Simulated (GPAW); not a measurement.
**A GW chain in GPAW: CaI2 (2H monolayer)**

Wanted: ground state, empty states, screening and self-energy for CaI2 (2H monolayer).

Program: GPAW 26.7.0. Level of theory: LDA and many-body steps on it, plane waves. Values are calculated unless marked as measured.

The raw output is cut from this account; settings, times and results stay.

## 1. The system as given

The cell holds 3 atoms: 1 Ca and 2 I. Its edges and angles: a = 4.211 Å, b = 4.211 Å, c = 15.000 Å, α = 90.0°, β = 90.0°, γ = 120.0°. Vacuum lies along c.

The structure was relaxed with LDA. The runs that relaxed it are not among those shown.

## 2. Ground state

This step: GPAW 26.7.0; DFT, LDA, plane waves, PAW.

The ground-state density comes first.

Input file run.py:

```python
import json
import numpy as np
from gpaw.mpi import world
from ase import Atoms
from gpaw import GPAW, PW, FermiDirac

atoms = Atoms(['Ca', 'I', 'I'],
    cell=[[4.2112773842, 0.0000000000, 0.0000000000],
      [-2.1056386921, 3.6470731971, 0.0000000000],
      [0.0000000000, 0.0000000000, 15.0000000000]],
    scaled_positions=[[0.3333333333, 0.6666666667, 0.5000000000],
      [0.6666666667, 0.3333333333, 0.6279588408],
      [0.6666666667, 0.3333333333, 0.3720411592]],
    pbc=(True, True, False))
calc = GPAW(mode=PW(450),
    xc='LDA',
    kpts={'size': (9, 9, 1), 'gamma': True},
    occupations=FermiDirac(0.001),
    nbands=-7,
    convergence={'density': 1e-6, 'bands': -3},
    maxiter=100,
    txt='gs.txt')
atoms.calc = calc
res = {'energy': atoms.get_potential_energy()}
kpts = calc.get_ibz_k_points()
res['kpts'] = kpts
res['eigenvalues'] = [calc.get_eigenvalues(kpt=k) for k in range(len(kpts))]
res['n_electrons'] = calc.get_number_of_electrons()
calc.write('gs.gpw')

if world.rank == 0:
    with open('result.json', 'w') as f:
        json.dump(res, f, default=lambda x: x.tolist())
```

Started as:

```
> mpirun -n 4 gpaw python run.py
```

Wall time 11 s (4 MPI ranks of Arm Neoverse V1, shared host); peak memory 0.75 GiB.

Read from the output:

- total energy: -10.85 eV
- gap: 2.997 eV
- k of the valence top: 0, 0, 0
- k of the conduction bottom: 0.4444, 0, 0
- least direct gap: 3.364 eV

The gap is indirect, with the least direct gap 0.37 eV higher.

## 3. Empty states on the mesh, 6×6×1 mesh, 384 bands

The sums over transitions need many empty states on a uniform mesh; this step solves for them.

Input file run.py:

```python
import json
import numpy as np
from gpaw.mpi import world
from gpaw import GPAW

calc = GPAW('gs.gpw').fixed_density(kpts={'size': (6, 6, 1), 'gamma': True},
    parallel={'domain': 1, 'band': 1},
    txt='nscf.txt')
calc.diagonalize_full_hamiltonian(nbands=384)
calc.write('full.gpw', mode='all')
res = {}
kpts = calc.get_ibz_k_points()
res['kpts'] = kpts
res['eigenvalues'] = [calc.get_eigenvalues(kpt=k) for k in range(len(kpts))]
res['n_electrons'] = calc.get_number_of_electrons()

if world.rank == 0:
    with open('result.json', 'w') as f:
        json.dump(res, f, default=lambda x: x.tolist())
```

Started as:

```
> mpirun -n 4 gpaw python run.py
```

Wall time 3.9 min (4 MPI ranks); peak memory 8.5 GiB.

This step gave:

```
gap                                                           : 2.977 eV
k of the valence top                                          : 0, 0, 0
k of the conduction bottom                                    : 0.5, 0.5, 0
least direct gap                                              : 3.337 eV
k points computed                                             : 7
lowest point of the top converged band, above the valence top : 79.2226 eV
```

On this mesh the gap is 2.977 eV.

## 4. Screening and self-energy, 6×6×1 mesh, 173 bands, screening to 48 eV

G0W0 replaces the xc potential by the self-energy, built once from these orbitals. Only a window of levels is corrected, while the sums run over the empty bands that the input names.

This step: G0W0 on LDA, plane waves, PAW.

Input file run.py:

```python
import json
import numpy as np
from gpaw.mpi import world
from gpaw.response.g0w0 import G0W0

gw = G0W0('full.gpw',
    filename='gw',
    kpts=[0, 6],
    bands=(10, 14),
    ecut=48,
    nbands=173,
    truncation='2D',
    integrate_gamma='sphere',
    q0_correction=True,
    frequencies={'type': 'nonlinear', 'domega0': 0.15, 'omega2': 15.0},
    eta=0.1,
    nblocksmax=True)
gw.calculate()
res = {mode: {k: v for k, v in r.items() if k != 'sigma_eskwn'}
       for mode, r in gw.all_results.items()}

if world.rank == 0:
    with open('result.json', 'w') as f:
        json.dump(res, f, default=lambda x: x.tolist())
```

Started as:

```
> mpirun -n 4 gpaw python run.py
```

The job ended after 89 s (4 MPI ranks; peak memory 1.7 GiB; 5.9 min of CPU time).

Numbers from this step:

| Quantity | Value |
| --- | --- |
| G0W0 gap on the mesh | 5.414 eV |
| least direct G0W0 gap on the computed points | 5.947 eV |
| Z at the valence top | 0.8022 |
| Z at the conduction bottom | 0.8077 |
| starting gap on the mesh | 2.977 eV |
| k of the valence top | 0, 0, 0 |
| k of the conduction bottom | 0.5, 0.5, 0 |

The gap on the mesh goes from 2.98 eV to 5.41 eV, a correction of +2.44 eV. The start differs from the 3.00 eV found before because the two sample other k points.

Limits: finite bands, cutoff and mesh; no spin-orbit coupling. v1 is the top filled band, c1 the lowest empty one. Levels before and after the correction, in eV, zero at the valence-band top of each column:

|  | conduction bottom | valence top |
| --- | --- | --- |
| Kohn-Sham | 2.98 | 0.00 |
| G0W0 | 5.41 | 0.00 |

|  | level | energy (eV) |
| --- | --- | --- |
| Kohn-Sham | Γ v2-v1 | 0.000 |
| Kohn-Sham | Γ c1 | 4.057 |
| Kohn-Sham | Γ c2 | 4.202 |
| Kohn-Sham | (0.5 0.5 0) v2 | -0.629 |
| Kohn-Sham | (0.5 0.5 0) v1 | -0.360 |
| Kohn-Sham | (0.5 0.5 0) c1 | 2.977 |
| Kohn-Sham | (0.5 0.5 0) c2 | 5.223 |
| G0W0 | Γ v2-v1 | 0.000 |
| G0W0 | Γ c1 | 6.654 |
| G0W0 | Γ c2 | 6.562 |
| G0W0 | (0.5 0.5 0) v2 | -0.797 |
| G0W0 | (0.5 0.5 0) v1 | -0.533 |
| G0W0 | (0.5 0.5 0) c1 | 5.414 |
| G0W0 | (0.5 0.5 0) c2 | 8.125 |

## 5. Where the time went

Times are wall times on 4 MPI ranks of Arm Neoverse V1, shared host, good to a factor of about two.

| step | time | share | memory (GiB) |
| --- | --- | --- | --- |
| ground state | 11 s | 3 % | 0.75 |
| empty states on the mesh | 3.9 min | 70 % | 8.5 |
| screening and self-energy | 89 s | 27 % | 1.7 |

## 6. What came out

| Item | Value |
| --- | --- |
| LDA gap | 3.00 eV, indirect |
| G0W0 gap on the mesh | 5.41 eV |
| GW settings | 6×6×1 mesh, 173 bands, screening to 48 eV, full frequency, Hilbert transform |
| known limits | short of the basis limit; no spin-orbit coupling |

G0W0 moves the gap on the mesh from 2.98 eV to 5.41 eV (+2.44 eV), with Z of 0.80 and 0.81 at the edges. The dearest step here is «empty states on the mesh». Bands and cutoff are finite, so the gap stands short of the basis limit, usually by up to a few tenths of an eV; the mesh is an error of its own. In this program the long-wavelength screening can come out low in d oxides and layered crystals. The many-body steps are scalar-relativistic: spin-orbit coupling is not in them.

[Long decimals in the printed logs are rounded to 6 places.]

[Logs are printed without paths, hosts, clocks, repeated set-up lines and the standing remarks that a program may print on its own settings, such as how far it seeks lower states.]

[Paths, hosts, dates, memory and timing lines, banners, echoed tables and standing remarks are left out of the program output; an Ansatz launch command may be rebuilt from the run's recorded settings. Measured values are a selection of at most five: reports struck by readers or far from the other reports are left out. None is set beside runs whose start may be inverted or whose files or cutoffs have a known fault.]

[Runs of the session that timed out or met a known fault of the program may be left out.]

[Hosts, paths, dates, database ids (printed as entryN), source tags and the programs' standing remarks are cut or masked in the printed files.]

[Where the starting crystal was built by hand or by swapping elements, it need not be the compound's stable phase.]
